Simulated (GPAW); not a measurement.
# K3LiCl4 (ordered alloy, started on the rocksalt lattice) (Pm-3m): G0W0 on several meshes in GPAW

How does the mesh move the gap of K3LiCl4 (ordered alloy, started on the rocksalt lattice) (Pm-3m)?

Main program and level: GPAW 26.7.0; PBE and many-body steps on it, plane waves.

The structure was built from a prototype and need not be the compound's stable phase.

## 1. The starting structure

It takes space group Pm-3m (No. 221, cubic). Conventional cell: a = 6.182 Å, b = 6.182 Å, c = 6.182 Å, α = 90.00°, β = 90.00°, γ = 90.00°. Nearest to Li lie 6 Cl at 3.09 Å. Cl has 6 K at 3.09 Å nearest. K has 6 Cl at 3.09 Å nearest. Nearest to Cl lie 4 K at 3.09 Å and 2 Li at 3.09 Å. Farther neighbours and most contacts between anions are not listed.

Coordinates:

```xyz
8
Lattice="6.1821 0.0000 0.0000 0.0000 6.1821 0.0000 0.0000 0.0000 6.1821" Properties=species:S:1:pos:R:3 pbc="T T T"
Li    0.0000    0.0000    0.0000
Cl    3.0910    3.0910    3.0910
K     3.0910    3.0910    0.0000
Cl    0.0000    0.0000    3.0910
K     3.0910    0.0000    3.0910
Cl    0.0000    3.0910    0.0000
K     0.0000    3.0910    3.0910
Cl    3.0910    0.0000    0.0000
```

The structure was relaxed with PBE. The structure type comes from a generator and need not be one that this composition takes. The runs that relaxed it are not among those shown.

## 2. Empty states on the mesh, 2×2×2 mesh, 546 bands

This step: GPAW 26.7.0; DFT, PBE, plane waves, PAW.

The sums over transitions need many empty states on a uniform mesh; this step solves for them.

run.py

```python
import json
import numpy as np
from gpaw.mpi import world
from gpaw import GPAW

calc = GPAW('gs.gpw').fixed_density(kpts={'size': (2, 2, 2), 'gamma': True},
    nbands=637,
    convergence={'bands': 546},
    txt='nscf.txt')
calc.write('full.gpw', mode='all')
res = {}
kpts = calc.get_ibz_k_points()
res['kpts'] = kpts
res['eigenvalues'] = [calc.get_eigenvalues(kpt=k) for k in range(len(kpts))]
res['n_electrons'] = calc.get_number_of_electrons()

if world.rank == 0:
    with open('result.json', 'w') as f:
        json.dump(res, f, default=lambda x: x.tolist())
```

Launch:

```console
mpirun -n 4 gpaw python run.py
```

Numbers of over 12 decimals in the logs are rounded to 6 here.

Output:

```text
Diagonalizing LCAO Hamiltonian
Converting LCAO to pw mode
convergence criteria:
- Maximum integral of absolute [eigenst]ate change: 4e-08 eV^2 / valence electron
maximum number of iterations: 100

SCF iterations
|iter     |     time |      energy | eigst |  dens |
|iter:   1|  |             | +4.67 |       |
|iter:   2|  |             | +3.49 |       |
|iter:   3|  |             | +2.37 |       |
[...]
|iter:  15|  |             | -6.92 |       |
|iter:  16|  |             | -7.12 |       |
|iter:  17|  |             | -7.43c|       |
SCF steps: 17
  __  _  _
 | _ |_)|_||  |
 |__||  | ||/\| - 26.7.0

Input parameters:
  mode=PW(ecut=600.0),
  convergence={'bands': 546},
  gpts=array([35, 35, 35]),
  kpts=MonkhorstPack(size=(2, 2, 2), gamma=True),
  maxiter=100,
  nbands=637,
  occupations=Occupations(name='fermi-dirac', width=0.001, fixmagmom=False),
  parallel={},
  xc=XC(name='PBE')
# Writing to full.gpw (mode='all')
  [... matrices ...]

timing:  # [seconds]
  Total: 0.108  # ━━━━━━━━━━━━━━━━━━━━━━━━━━━━━━━━━━━━━━━━━━━━━━━━━━━━━━━━━━━
```

Elapsed: 6 min, on 4 MPI ranks of Arm Neoverse V1, shared host; peak memory 2.2 GiB.

Numbers from this step:

```
gap                                                           : 4.696 eV
k of the valence top                                          : 0, 0, 0
k of the conduction bottom                                    : 0, 0, 0
least direct gap                                              : 4.696 eV
k points computed                                             : 4
lowest point of the top converged band, above the valence top : 93.5156 eV
```

On this mesh the gap is 4.696 eV.

## 3. 2×2×2

G0W0 replaces the xc potential by the self-energy, built once from these orbitals. Only a window of levels is corrected, while the sums run over the empty bands that the input names.

This step: G0W0 on PBE, plane waves, PAW.

run.py

```python
import json
import numpy as np
from gpaw.mpi import world
from gpaw.response.g0w0 import G0W0

gw = G0W0('full.gpw',
    filename='gw',
    kpts=[0],
    bands=(26, 30),
    ecut=30,
    nbands=88,
    integrate_gamma='WS',
    ppa=True)
gw.calculate()
res = {mode: {k: v for k, v in r.items() if k != 'sigma_eskwn'}
       for mode, r in gw.all_results.items()}

if world.rank == 0:
    with open('result.json', 'w') as f:
        json.dump(res, f, default=lambda x: x.tolist())
```

Launch:

```console
mpirun -n 4 gpaw python run.py
```

Output:

```text
Using integrator: PointIntegrator
FrequencyGridDescriptor(from 0.000+0.000j to 0.000+27.211j eV, 2 points)
Nonperiodic BCs:  [False False False]
Using integrator: PointIntegrator
FrequencyGridDescriptor(from 0.000+0.000j to 0.000+27.211j eV, 2 points)
Nonperiodic BCs:  [False False False]
  ___  _ _ _
 |   || | | |
 | | || | | |
 |__ ||_____|
 |___|

BZ k-points: Symmetries present (total): 48

  [... matrices ...]
8 k-points: 2 x 2 x 2 Monkhorst-Pack grid + [1/4,1/4,1/4]
4 k-points in the irreducible part of the Brillouin zone
       k-points in crystal coordinates                weights
   0:     0.00000000    0.00000000    0.00000000          1/8
   1:     0.50000000    0.00000000    0.00000000          3/8
   2:     0.50000000    0.50000000    0.00000000          3/8
   3:     0.50000000    0.50000000    0.50000000          1/8

Distributing spins, k-points and bands (1 x 1 x 4) over 4 processes
Number of blocks: 1

Quasi particle states:
k-points (IBZ indices): [0]
Band range: (26, 30)
  [... matrices ...]
Computational parameters:
Plane wave cut-off: 30 eV
Number of bands: 88
Coulomb cutoff: None
Broadening: 0.1 eV

fxc modes: GW
Kernel: RPA
Using Godby-Needs plasmon-pole approximation:
  Fitting energy: i*E0, E0 = 1.000 Hartree
Summing all q:

Calculating screened Coulomb potential
No Coulomb truncation
FrequencyGridDescriptor(from 0.000+0.000j to 0.000+27.211j eV, 2 points)
Removing empty qpoint cache files...

Calculating chi0 body with:
    Ground state adapter containing:
    Number of spins: 1
    Number of kpoints: 8
    Number of irreducible kpoints: 4
    Number of completely occupied states: 28
    Number of partially occupied states: 28
    Occupied states memory: 18.318176 M / cpu

    Linear response parametrization:
    q_c: [0.0, 0.0, 0.0]
    Number of frequency points: 2
    Planewave cutoff: 30.0
    Number of bands: 88
    Number of planewaves: 81
    Broadening (eta): 1e-06
    comm.size: 4
    kncomm.size: 4
    blockcomm.size: 1

    Memory estimate of potentially large arrays:
        chi0_wGG: 0.200226 M / cpu
Integrating chi0 body.

Symmetries of q_c:
    Direct symmetries (Uq -> q): 48
    Indirect symmetries (TUq -> q): 0
In total 48 allowed symmetries.

  [... matrices ...]
4 groups of equivalent kpoints. 50.0% reduction.

Integral kind: response function
Integrating chi0 head and wings.

Symmetries of q_c:
    Direct symmetries (Uq -> q): 48
    Indirect symmetries (TUq -> q): 0
In total 48 allowed symmetries.

  [... matrices ...]
4 groups of equivalent kpoints. 50.0% reduction.

Integral kind: response function wings

Calculating chi0 body with:
    Ground state adapter containing:
    Number of spins: 1
    Number of kpoints: 8
    Number of irreducible kpoints: 4
    Number of completely occupied states: 28
    Number of partially occupied states: 28
    Occupied states memory: 18.318176 M / cpu

    Linear response parametrization:
[... the further q-points ...]

Results:
f:      Occupation numbers
eps:     KS-eigenvalues [eV]
vxc:     KS vxc [eV]
exx:     Exact exchange [eV]
sigma:   Self-energies [eV]
dsigma:  Self-energy derivatives
Z:       Renormalization factors
qp:      QP-energies [eV]

k-point 0 (0): (0.000, 0.000, 0.000)                GW
band       f     eps     vxc     exx   sigma  dsigma       Z      qp
                                                                   GW
  26   1.000  -0.561 -16.444 -20.875   2.751  -0.203   0.831  -1.956
  27   1.000  -0.561 -16.444 -20.875   2.752  -0.203   0.831  -1.956
  28   0.000   4.135  -7.435  -3.850  -2.367  -0.133   0.883   5.210
  29   0.000   6.243  -7.602  -3.453  -2.222  -0.129   0.886   7.951
```

Run time: 17 s. Hardware: 4 MPI ranks; peak memory 1.7 GiB; 66 s of CPU time.

Numbers from this step:

| Property | Result |
| --- | --- |
| G0W0 gap on the points computed | 7.167 eV |
| least direct G0W0 gap on the computed points | 7.167 eV |
| Z at the valence top | 0.8310 |
| Z at the conduction bottom | 0.8828 |
| starting gap on the mesh | 4.696 eV |
| k of the valence top | 0, 0, 0 |
| k of the conduction bottom | 0, 0, 0 |

The gap on the mesh goes from 4.70 eV to 7.17 eV, a correction of +2.47 eV.

## 4. Empty states on the mesh, 4×4×4 mesh, 98 bands

This step: DFT, PBE, plane waves, PAW.

run.py

```python
import json
import numpy as np
from gpaw.mpi import world
from gpaw import GPAW

calc = GPAW('gs.gpw').fixed_density(kpts={'size': (4, 4, 4), 'gamma': True},
    nbands=114,
    convergence={'bands': 98},
    txt='nscf.txt')
calc.write('full.gpw', mode='all')
res = {}
kpts = calc.get_ibz_k_points()
res['kpts'] = kpts
res['eigenvalues'] = [calc.get_eigenvalues(kpt=k) for k in range(len(kpts))]
res['n_electrons'] = calc.get_number_of_electrons()

if world.rank == 0:
    with open('result.json', 'w') as f:
        json.dump(res, f, default=lambda x: x.tolist())
```

Launch:

```console
mpirun -n 4 gpaw python run.py
```

Output:

```text
Diagonalizing LCAO Hamiltonian
Converting LCAO to pw mode
convergence criteria:
- Maximum integral of absolute [eigenst]ate change: 4e-08 eV^2 / valence electron
maximum number of iterations: 100

SCF iterations
|iter     |     time |      energy | eigst |  dens |
|iter:   1|  |             | +3.62 |       |
|iter:   2|  |             | +2.31 |       |
|iter:   3|  |             | +1.34 |       |
[...]
|iter:  15|  |             | -7.10 |       |
|iter:  16|  |             | -7.37 |       |
|iter:  17|  |             | -7.83c|       |
SCF steps: 17
  __  _  _
 | _ |_)|_||  |
 |__||  | ||/\| - 26.7.0

Input parameters:
  mode=PW(ecut=600.0),
  convergence={'bands': 98},
  gpts=array([35, 35, 35]),
  kpts=MonkhorstPack(size=(4, 4, 4), gamma=True),
  maxiter=100,
  nbands=114,
  occupations=Occupations(name='fermi-dirac', width=0.001, fixmagmom=False),
  parallel={},
  xc=XC(name='PBE')
# Writing to full.gpw (mode='all')
  [... matrices ...]

timing:  # [seconds]
  Total: 0.123  # ━━━━━━━━━━━━━━━━━━━━━━━━━━━━━━━━━━━━━━━━━━━━━━━━━━━━━━━━━━━
```

Elapsed: 80 s, on 4 MPI ranks; peak memory 1 GiB.

Numbers from this step:

- gap: 4.696 eV
- k of the valence top: 0, 0, 0
- k of the conduction bottom: 0, 0, 0
- least direct gap: 4.696 eV
- k points computed: 10
- lowest point of the top converged band, above the valence top: 22.96 eV

On this mesh the gap is 4.696 eV.

## 5. 4×4×4

This step: G0W0 on PBE, plane waves, PAW.

run.py

```python
import json
import numpy as np
from gpaw.mpi import world
from gpaw.response.g0w0 import G0W0

gw = G0W0('full.gpw',
    filename='gw',
    kpts=[0],
    bands=(26, 30),
    ecut=30,
    nbands=88,
    integrate_gamma='WS',
    ppa=True)
gw.calculate()
res = {mode: {k: v for k, v in r.items() if k != 'sigma_eskwn'}
       for mode, r in gw.all_results.items()}

if world.rank == 0:
    with open('result.json', 'w') as f:
        json.dump(res, f, default=lambda x: x.tolist())
```

Launch:

```console
mpirun -n 4 gpaw python run.py
```

Output:

```text
Using integrator: PointIntegrator
FrequencyGridDescriptor(from 0.000+0.000j to 0.000+27.211j eV, 2 points)
Nonperiodic BCs:  [False False False]
Using integrator: PointIntegrator
FrequencyGridDescriptor(from 0.000+0.000j to 0.000+27.211j eV, 2 points)
Nonperiodic BCs:  [False False False]
  ___  _ _ _
 |   || | | |
 | | || | | |
 |__ ||_____|
 |___|

BZ k-points: Symmetries present (total): 48

  [... matrices ...]
64 k-points: 4 x 4 x 4 Monkhorst-Pack grid + [1/8,1/8,1/8]
10 k-points in the irreducible part of the Brillouin zone
       k-points in crystal coordinates                weights
   0:     0.00000000    0.00000000    0.00000000          1/64
   1:     0.25000000    0.00000000    0.00000000          6/64
   2:     0.25000000    0.25000000    0.00000000         12/64
[...]
8:     0.50000000    0.50000000    0.25000000          6/64
   9:     0.50000000    0.50000000    0.50000000          1/64

Distributing spins, k-points and bands (1 x 1 x 4) over 4 processes
Number of blocks: 1

Quasi particle states:
k-points (IBZ indices): [0]
Band range: (26, 30)
  [... matrices ...]
Computational parameters:
Plane wave cut-off: 30 eV
Number of bands: 88
Coulomb cutoff: None
Broadening: 0.1 eV

fxc modes: GW
Kernel: RPA
Using Godby-Needs plasmon-pole approximation:
  Fitting energy: i*E0, E0 = 1.000 Hartree
Summing all q:

Calculating screened Coulomb potential
No Coulomb truncation
FrequencyGridDescriptor(from 0.000+0.000j to 0.000+27.211j eV, 2 points)
Removing empty qpoint cache files...

Calculating chi0 body with:
    Ground state adapter containing:
    Number of spins: 1
    Number of kpoints: 64
    Number of irreducible kpoints: 10
    Number of completely occupied states: 28
    Number of partially occupied states: 28
    Occupied states memory: 18.318176 M / cpu

    Linear response parametrization:
    q_c: [0.0, 0.0, 0.0]
    Number of frequency points: 2
    Planewave cutoff: 30.0
    Number of bands: 88
    Number of planewaves: 81
    Broadening (eta): 1e-06
    comm.size: 4
    kncomm.size: 4
    blockcomm.size: 1

    Memory estimate of potentially large arrays:
        chi0_wGG: 0.200226 M / cpu
Integrating chi0 body.

Symmetries of q_c:
    Direct symmetries (Uq -> q): 48
    Indirect symmetries (TUq -> q): 0
In total 48 allowed symmetries.

  [... matrices ...]
10 groups of equivalent kpoints. 84.375% reduction.

Integral kind: response function
Integrating chi0 head and wings.

Symmetries of q_c:
    Direct symmetries (Uq -> q): 48
    Indirect symmetries (TUq -> q): 0
In total 48 allowed symmetries.

  [... matrices ...]
10 groups of equivalent kpoints. 84.375% reduction.

Integral kind: response function wings

Calculating chi0 body with:
    Ground state adapter containing:
    Number of spins: 1
    Number of kpoints: 64
    Number of irreducible kpoints: 10
    Number of completely occupied states: 28
    Number of partially occupied states: 28
    Occupied states memory: 18.318176 M / cpu

    Linear response parametrization:
[... the further q-points ...]

Results:
f:      Occupation numbers
eps:     KS-eigenvalues [eV]
vxc:     KS vxc [eV]
exx:     Exact exchange [eV]
sigma:   Self-energies [eV]
dsigma:  Self-energy derivatives
Z:       Renormalization factors
qp:      QP-energies [eV]

k-point 0 (0): (0.000, 0.000, 0.000)                GW
band       f     eps     vxc     exx   sigma  dsigma       Z      qp
                                                                   GW
  26   1.000  -0.561 -16.444 -20.849   2.736  -0.204   0.831  -1.947
  27   1.000  -0.561 -16.444 -20.849   2.737  -0.204   0.831  -1.947
  28   0.000   4.135  -7.435  -3.875  -2.349  -0.132   0.883   5.205
  29   0.000   6.243  -7.602  -3.457  -2.234  -0.129   0.886   7.936
```

The job ended after 1.9 min (4 MPI ranks; peak memory 2.7 GiB).

This step gave:

* G0W0 gap on the points computed: 7.152 eV
* least direct G0W0 gap on the computed points: 7.152 eV
* Z at the valence top: 0.8307
* Z at the conduction bottom: 0.8833
* starting gap on the mesh: 4.696 eV
* k of the valence top: 0, 0, 0
* k of the conduction bottom: 0, 0, 0

Against G0W0 in GPAW (2×2×2 mesh, 88 bands, screening to 30 eV, Godby-Needs plasmon pole), the gap moves by −0.015 eV.

## 6. Side by side

Times are wall times on 4 MPI ranks of Arm Neoverse V1, shared host, good to a factor of about two.

| run | mesh | bands | screening cutoff (eV) | DFT gap (eV) | gap on the mesh (eV) | direct (eV) | time |
| --- | --- | --- | --- | --- | --- | --- | --- |
| 2×2×2 | 2×2×2 | 88 | 30 | 4.696 | 7.167 | 7.167 | 17 s |
| 4×4×4 | 4×4×4 | 88 | 30 | 4.696 | 7.152 | 7.152 | 1.9 min |

## 7. Results

* 2×2×2: 7.167 eV
* 4×4×4: 7.152 eV
* known limits: not at the basis limit; coarse k mesh

**Reading.** 4×4×4: −0.015 eV against 2×2×2. Bands and cutoff are finite, so the gap is not at the basis limit. The miss can reach some tenths of an eV and take either sign; the mesh is an error of its own. These stock PAW sets were not made for GW. In the G0W0 runs levels were corrected at 1 k point alone, so a gap called «on the mesh» is the least over those, and an edge elsewhere would be missed. The 2×2×2 mesh is coarse for this cell, which bears on the long-range parts of exchange and screening. Mesh or cutoff lie under what a gap needs, so these runs test behaviour and cost; their gaps are not to be quoted.

[Paths, hosts, dates, memory and timing lines, banners, echoed tables and standing remarks are left out of the program output.]

[Logs are printed without paths, hosts, clocks, repeated set-up lines and the standing remarks that a program may print on its own settings, such as how far it seeks lower states.]

[Runs of the session that timed out or met a known fault of the program may be left out.]

[Hosts, paths, dates, database ids (printed as entryN), source tags and the programs' standing remarks are cut or masked in the printed files.]
